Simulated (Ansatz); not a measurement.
# Changed inputs in constrained RPA: RbCuF3 (cubic perovskite) (Pm-3m), part 2 of 2

Aim: hold the target of a cRPA run on RbCuF3 (cubic perovskite) (Pm-3m) and move one thing at a time.

Ansatz 0.2.0; constrained RPA on LDA, plane waves, PAW.

So far. Step 4 (Changed: 2×2×2 mesh): On the Cu d shell, screening brings the on-site interaction from 23.2 eV down to U = 8.60 eV. Step 5 (Changed: accuracy low): On the Cu d shell, screening brings the on-site interaction from 22.3 eV down to U = 7.98 eV.

The structure was built from a prototype and need not be the compound's stable phase.

## 7. Changed: orbitals of another atom

input.yaml

```yaml
crystal:
  lattice:
    - [0.0, -3.97978796, 0.0]
    - [0.0, 0.0, 3.97978796]
    - [-3.97978796, 0.0, 0.0]
  atoms:
    - { symbol: Rb, position: [0.0, 0.0, 0.0] }
    - { symbol: Cu, position: [0.5, 0.5, 0.5] }
    - { symbol: F, position: [0.5, 0.5, 0.0] }
    - { symbol: F, position: [0.5, 0.0, 0.5] }
    - { symbol: F, position: [0.0, 0.5, 0.5] }
kpoints:
  mp_grid: { grid: [6, 6, 6] }
hamiltonian:
  xc: lda
scf:
  occupations: { method: gaussian, width: 0.08 }
  n_extra_bands: 19
  max_iter: 150
  lower_state_search: "off"
output:
  crpa:
    kmesh: [4, 4, 4]
    target_bands: [v5, v1]
    projections: [{ species: F, l: p }]
```

On the command line:

```console
$ ansatz run input.yaml --threads 4 --pin off --max-ram 9216MiB --backend cpu --events-out ev --progress --plain --runs-dir out
```

Numbers of over 12 decimals in the logs are rounded to 6 here.

The program printed:

```text
Error: invalid value for `output.crpa.projections`: 9 orbital(s) selected but the target window spans 5 band(s); name one orbital per band of it
```

Run time: 0.11 s. Hardware: 4 threads of Arm Neoverse V1, shared host; peak memory 0.09 GiB.

The program refused the input before any cycle.

The program's message: “Error: invalid value for `output.crpa.projections`: 9 orbital(s) selected but the target window spans 5 band(s); name one orbital per band of it”

The fault put into this input: trial orbitals that do not match the target bands.

## 8. Changed: r2SCAN

This step: constrained RPA on r2SCAN, plane waves, PAW.

input.yaml: that of step 7 with these lines changed.

```diff
@@ -14,3 +14,3 @@
 hamiltonian:
-  xc: lda
+  xc: r2scan
 scf:
@@ -24,2 +24,2 @@
     target_bands: [v5, v1]
-    projections: [{ species: F, l: p }]
+    projections: [{ species: Cu, l: d, shell: 3 }]
```

The program printed:

```text
[...]
Crystal: 5 atoms, lattice volume = 63.035 Å³
Basis set: ecut = 500 eV, 1575 PW (Γ), exchange–correlation on 120×120×120 points (64 copies of the dense FFT grid, shifted against one another)
Bands: 44, of which v1, the nominal top of the filled ones, is band 25 counted from 1 (24 counted from 0)
Symmetry: 48 space group operations
[...]
k-points: 20 of 216
[...]
χ-basis size per q: N_G = 208..251
[...]
screened: U = 8.9455 eV, U' = 7.6354 eV, J = 0.6434 eV
      screened d-shell averages: U_bar = F0 = 7.8974 eV, J_bar = 0.9054 eV
      screened, to within: U = 1.8e-2 eV, U' = 1.8e-2 eV, J = 1.1e-3 eV
      screened d-shell averages, to within: U_bar = 1.6e-2 eV, J_bar = 1.5e-3 eV
      bare: V = 23.1665 eV, V' = 21.5710 eV, J = 0.7688 eV
      bare d-shell averages: V_bar = F0 = 21.8901 eV, J_bar = 1.0879 eV
[...]
[key lines of the parts left out:]
SCF converged after 8 iterations
Free energy (F): -12341.269674 eV
Fermi energy:    7.514077 eV
```

It took 2.1 min on 4 threads; peak memory 0.7 GiB.

Numbers from this step:

| Quantity | Value |
| --- | --- |
| U | 8.945 eV |
| U prime (inter-orbital) | 7.635 eV |
| J | 0.6434 eV |
| bare V | 23.17 eV |
| bare J | 0.7688 eV |
| stated bound on U | 0.01776 eV |
| U over bare V | 0.3861 |
| electrons in the window | 9.000 |
| head of the constrained inverse dielectric matrix | 0.4407 |
| least eigenvalue of the projection's overlap | 0.6339 |
| target functions | 5 |
| bands in the sums | 50 |
| width of the target bands | 2.842 eV |
| weight of the projected orbitals in the window | 0.8238 |

On the Cu d shell, screening brings the on-site interaction from 23.2 eV down to U = 8.95 eV.

## 9. Changed: volume -6 %

This step: constrained RPA on LDA, plane waves, PAW.

The cell differs from the one that the last finished run ended in (a 3.980 → 3.899 Å, b 3.980 → 3.899 Å, c 3.980 → 3.899 Å).

input.yaml: that of step 8 with these lines changed.

```diff
@@ -2,5 +2,5 @@
   lattice:
-    - [0.0, -3.97978796, 0.0]
-    - [0.0, 0.0, 3.97978796]
-    - [-3.97978796, 0.0, 0.0]
+    - [0.0, -3.8985450012, 0.0]
+    - [0.0, 0.0, 3.8985450012]
+    - [-3.8985450012, 0.0, 0.0]
   atoms:
@@ -14,3 +14,3 @@
 hamiltonian:
-  xc: r2scan
+  xc: lda
 scf:
@@ -25 +25,6 @@
     projections: [{ species: Cu, l: d, shell: 3 }]
+  local_orbitals:
+    kmesh: [8, 8, 8]
+    orbitals: [{ species: Cu, l: d, shell: 3 }]
+    window: { bands: [v5, v1] }
+    seedname: lo
```

The program printed:

```text
[...]
Crystal: 5 atoms, lattice volume = 59.253 Å³
Basis set: ecut = 420 eV, 1189 PW (Γ)
Bands: 44, of which v1, the nominal top of the filled ones, is band 25 counted from 1 (24 counted from 0)
Symmetry: 48 space group operations
[...]
k-points: 20 of 216
[...]
χ-basis size per q: N_G = 203..228
[...]
screened: U = 8.1042 eV, U' = 6.8540 eV, J = 0.6112 eV
      screened d-shell averages: U_bar = F0 = 7.1041 eV, J_bar = 0.8612 eV
      screened, to within: U = 2.1e-2 eV, U' = 2.1e-2 eV, J = 9.4e-4 eV
      screened d-shell averages, to within: U_bar = 1.9e-2 eV, J_bar = 1.4e-3 eV
      bare: V = 22.4458 eV, V' = 20.9061 eV, J = 0.7355 eV
      bare d-shell averages: V_bar = F0 = 21.2141 eV, J_bar = 1.0434 eV
[...]
[key lines of the parts left out:]
SCF converged after 8 iterations
Free energy (F): -12109.862337 eV
Fermi energy:    8.382388 eV
```

Elapsed: 71 s, on 4 threads; peak memory 0.58 GiB; 4.4 min of CPU time.

Numbers from this step:

| Property | Result |
| --- | --- |
| U | 8.104 eV |
| U prime (inter-orbital) | 6.854 eV |
| J | 0.6112 eV |
| bare V | 22.45 eV |
| bare J | 0.7355 eV |
| stated bound on U | 0.02017 eV |
| U over bare V | 0.3611 |
| electrons in the window | 9.000 |
| head of the constrained inverse dielectric matrix | 0.3979 |
| least eigenvalue of the projection's overlap | 0.6123 |
| target functions | 5 |
| bands in the sums | 50 |
| r.m.s. miss of the model bands | 5.01e-4 eV |
| width of the target bands | 2.921 eV |
| weight of the projected orbitals in the window | 0.8052 |

On the Cu d shell, screening brings the on-site interaction from 22.4 eV down to U = 8.10 eV.

## 10. Side by side

Times are wall times on 4 threads of Arm Neoverse V1, shared host, good to a factor of about two.

```
          run  bare V (eV)  U (eV)  J (eV)  bound on U (eV)  width (eV)     time
target window        22.28   7.985   0.605           0.0213        2.65     78 s
   6×6×6 mesh        22.21   8.038   0.604           0.0232        2.65  7.7 min
   2×2×2 mesh        23.17   8.601   0.635           0.0181        2.65     12 s
 accuracy low        22.28   7.981   0.605           0.0802        2.65     64 s
       r2SCAN        23.17   8.945   0.643           0.0178        2.84  2.1 min
  volume -6 %        22.45   8.104   0.611           0.0202        2.92     71 s
```

## 11. Outcome

```yaml
target_window: U 7.98 eV, J 0.61 eV
6x6x6_mesh: U 8.04 eV, J 0.60 eV
2x2x2_mesh: U 8.60 eV, J 0.63 eV
accuracy_low: U 7.98 eV, J 0.61 eV
r2scan: U 8.95 eV, J 0.64 eV
volume_minus_6: U 8.10 eV, J 0.61 eV
```

What this shows: 6×6×6 mesh moves U by +0.05 eV at 5.9 times the time. 2×2×2 mesh moves U by +0.62 eV at 0.16 times the time. Accuracy low moves U by −0.004 eV (within the solver's bounds, for the mean over orbitals). r2SCAN moves U by +0.96 eV. Volume -6 % moves U by +0.12 eV. The printed bound covers the solver alone, not the mesh. The parent state is non-magnetic and the interaction static (zero frequency); U depends on the window and the orbitals, so it belongs to this model alone.

[Paths, hosts, dates, memory and timing lines, banners, echoed tables and standing remarks are left out of the program output.]

[Logs are printed without paths, hosts, clocks, repeated set-up lines and the standing remarks that a program may print on its own settings, such as how far it seeks lower states.]

[Runs of the session that timed out or met a known fault of the program may be left out.]

[Hosts, paths, dates, database ids (printed as entryN), source tags and the programs' standing remarks are cut or masked in the printed files.]
